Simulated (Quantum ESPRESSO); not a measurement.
## MnPt3: two couplings from three orders, and a test

Aim: get Heisenberg couplings of MnPt3 from the energies of collinear orders, with pencil and paper, and test them on an order left out of the fit.

Main program and level: Quantum ESPRESSO 7.5; PBEsol; plane waves with GBRV 1.5 PBEsol potentials, no spin-orbit coupling.

### Step 1. Starting point

Symmetry: Pm-3m, No. 221, cubic system. Conventional cell: a = 3.900 Å, b = 3.900 Å, c = 3.900 Å, α = 90.00°, β = 90.00°, γ = 90.00°. Nearest to Mn lie 12 Pt at 2.76 Å. Nearest to Pt lie 4 Mn at 2.76 Å and 8 Pt at 2.76 Å. Farther neighbours are not listed.

Structure file:

```cif
data_structure
_symmetry_space_group_name_H-M 'P 1'
_symmetry_Int_Tables_number 1
_cell_length_a 3.9000
_cell_length_b 3.9000
_cell_length_c 3.9000
_cell_angle_alpha 90.000
_cell_angle_beta 90.000
_cell_angle_gamma 90.000
_cell_volume 59.32
loop_
_atom_site_label
_atom_site_type_symbol
_atom_site_fract_x
_atom_site_fract_y
_atom_site_fract_z
_atom_site_occupancy
Mn1 Mn 0.00000 0.00000 0.00000 1
Pt2 Pt 0.00000 0.50000 0.50000 1
Pt3 Pt 0.50000 0.00000 0.50000 1
Pt4 Pt 0.50000 0.50000 0.00000 1
```

The cell comes from the Crystallography Open Database.

### Step 2. The parallel order

All energies count from this run.

Input file pw.in:

```
&CONTROL
  calculation = 'scf'
  prefix = 'pwscf'
  outdir = './tmp'
  pseudo_dir = './pseudo'
  disk_io = 'nowf'
  tprnfor = .true.
  tstress = .true.
/
&SYSTEM
  ibrav = 0
  celldm(1) = 8
  nat = 4
  ntyp = 2
  ecutwfc = 40
  ecutrho = 280
  nbnd = 43
  occupations = 'smearing'
  smearing = 'fd'
  degauss = 0.00999582
  nspin = 2
  starting_magnetization(1) = 0.2333
  starting_magnetization(2) = 0
/
&ELECTRONS
  conv_thr = 8d-09
  electron_maxstep = 150
  mixing_beta = 0.3
/
ATOMIC_SPECIES
Mn     54.9380 mn_pbesol_v1.5.uspp.F.UPF
Pt    195.0840 pt_pbesol_v1.4.uspp.F.UPF
CELL_PARAMETERS alat
   0.9212414857551    0.0000000000000    0.0000000000000
   0.0000000000000    0.9212414857551    0.0000000000000
   0.0000000000000    0.0000000000000    0.9212414857551
ATOMIC_POSITIONS crystal
Mn      0.0000000000    0.0000000000    0.0000000000
Pt      0.0000000000    0.5000000000    0.5000000000
Pt      0.5000000000    0.0000000000    0.5000000000
Pt      0.5000000000    0.5000000000    0.0000000000
K_POINTS automatic
8 8 8 0 0 0
```

Launch:

```console
> OMP_NUM_THREADS=1 mpirun -n 2 pw.x -nk 2 -in pw.in > pw.out
```

What it wrote:

```text
Program PWSCF v.7.5 starts
     [... lines left out ...]
     number of atoms/cell      =            4
     [... lines left out ...]
     number of electrons       =        63.00
     number of Kohn-Sham states=           43
     kinetic-energy cutoff     =      40.0000  Ry
     charge density cutoff     =     280.0000  Ry
     scf convergence threshold =      8.0E-09
     [... lines left out ...]
     48 Sym. Ops., with inversion, found
     [... lines left out ...]
     number of k points=    35  Fermi-Dirac smearing, width (Ry)=  0.0100
     [... lines left out ...]
     iteration # 15     ecut=    40.00 Ry     beta= 0.30
     [... lines left out ...]
     Magnetic moment per site  (integrated on atomic sphere of radius R)
     atom   1 (R=0.269)  charge= 13.6778  magn=  3.7232
     atom   2 (R=0.269)  charge= 14.0270  magn=  0.1393
     atom   3 (R=0.269)  charge= 14.0270  magn=  0.1393
     atom   4 (R=0.269)  charge= 14.0270  magn=  0.1393
     [... lines left out ...]
     the Fermi energy is    20.6306 ev
!    total energy              =    -842.83755402 Ry
     estimated scf accuracy    <          2.1E-09 Ry
     smearing contrib. (-TS)   =      -0.01388309 Ry
     [... lines left out ...]
     total magnetization       =     4.16 Bohr mag/cell
     absolute magnetization    =     4.38 Bohr mag/cell
     convergence has been achieved in  15 iterations
     [... lines left out ...]
     Total force =     0.000000     Total SCF correction =     0.000000
     [... lines left out ...]
          total   stress  (Ry/bohr**3)                   (kbar)     P=      -59.06
     [... lines left out ...]
   JOB DONE.
```

Elapsed: 50 s, on 2 MPI ranks of Arm Neoverse V2, shared host; peak memory 0.29 GiB; 1.7 min of CPU time.

Spin moment in the atom's sphere by atom:

| atom | spin moment in the atom's sphere (μB) |
| --- | --- |
| Mn1 | 3.72 |
| Pt2 | 0.14 |
| Pt3 | 0.14 |
| Pt4 | 0.14 |

This step gave:

```yaml
smearing_term_ts: 0.1889 eV
pressure: -5.907 GPa
magnetization: 4.164 μB
absolute_magnetization: 4.382 μB
final_state: ferromagnetic
```

### Step 3. The orders used for the fit

The other orders were run with the same settings, on meshes that hold the same points. Free energies are divided by the number of Mn atoms; q is in fractions of the reciprocal vectors of the first run's cell.

| order | atoms | mesh | free energy (eV) | eV per Mn | largest moment (μB) |
| --- | --- | --- | --- | --- | --- |
| F + | 4 | 8×8×8 | -11467.3891 | -11467.3891 | 3.72 |
| AF q=(0,1/2,1/2) +- | 8 | 8×4×8 | -22934.7355 | -11467.3677 | 3.71 |
| AF q=(0,0,1/2) +- | 8 | 8×8×4 | -22934.7311 | -11467.3656 | 3.71 |

### Step 4. Counting neighbours

With E = −Σ J e_i·e_j over ordered pairs of unit vectors, turning a neighbour from parallel to opposed costs 2J a Mn atom. So an order lies 2 Σ n J over the parallel one, n being the opposed neighbours in each shell.

| shell | distance (Å) | neighbours | opposed in AF q=(0,1/2,1/2) +- | opposed in AF q=(0,0,1/2) +- | opposed in AF q=(1/2,1/2,1/2) +- |
| --- | --- | --- | --- | --- | --- |
| J1 | 3.90 | 6 | 4 | 2 | 6 |
| J2 | 5.52 | 12 | 8 | 8 | 0 |
| J3 | 6.75 | 8 | 0 | 8 | 8 |

Only J1 and J2 are kept.

### Step 5. Solving

```
2 × 4 × J1 + 2 × 8 × J2 = +21.4 meV    (AF q=(0,1/2,1/2) +-)
2 × 2 × J1 + 2 × 8 × J2 = +23.5 meV    (AF q=(0,0,1/2) +-)
J1 = -0.53 meV
J2 = +1.60 meV
```

### Step 6. The test

The couplings now give the orders that were left out:

```
2 × 6 × (-0.53) = -6.4 meV    (AF q=(1/2,1/2,1/2) +-)
```

The runs themselves:

| order | atoms | mesh | free energy (eV) | eV per Mn | largest moment (μB) | over the parallel order (meV) | foretold (meV) |
| --- | --- | --- | --- | --- | --- | --- | --- |
| AF q=(1/2,1/2,1/2) +- | 8 | 4×8×8 | -22934.4546 | -11467.2273 | 3.70 | +161.8 | -6.4 |

### Step 7. Results

```
J1 (Mn–Mn at 3.90 Å)                : -0.53 meV
J2 (Mn–Mn at 5.52 Å)                : 1.6 meV
largest miss on the orders left out : 168 meV
```

**Reading.** The model misses the order left out by 168 meV, 104 % of the largest energy difference, so it fails: these couplings alone don't describe the crystal. The largest moment changes by 0.61 % between the orders. Shells that were dropped are folded into the couplings or show in the miss. The smearing terms TS of the orders run from 189 to 251 meV a seeded atom, so the differences would change at a smaller width: an order with a larger TS is lowered more by the smearing. Energies are free energies at an electronic temperature of 1580 K, which lowers moments and differences where the moments are itinerant.

[Logs and program files are shortened in this print: banners, set-up blocks, solver, clock and traceback lines can be left out without a mark of their own.]

[Logs are printed without paths, hosts, clocks, repeated set-up lines and the standing remarks that a program may print on its own settings, such as how far it seeks lower states.]

[Hosts, paths, dates, database ids (printed as entryN), source tags and the programs' standing remarks are cut or masked in the printed files.]

[Where a cell is said to come from a database of computed structures, the database is the Materials Project.]
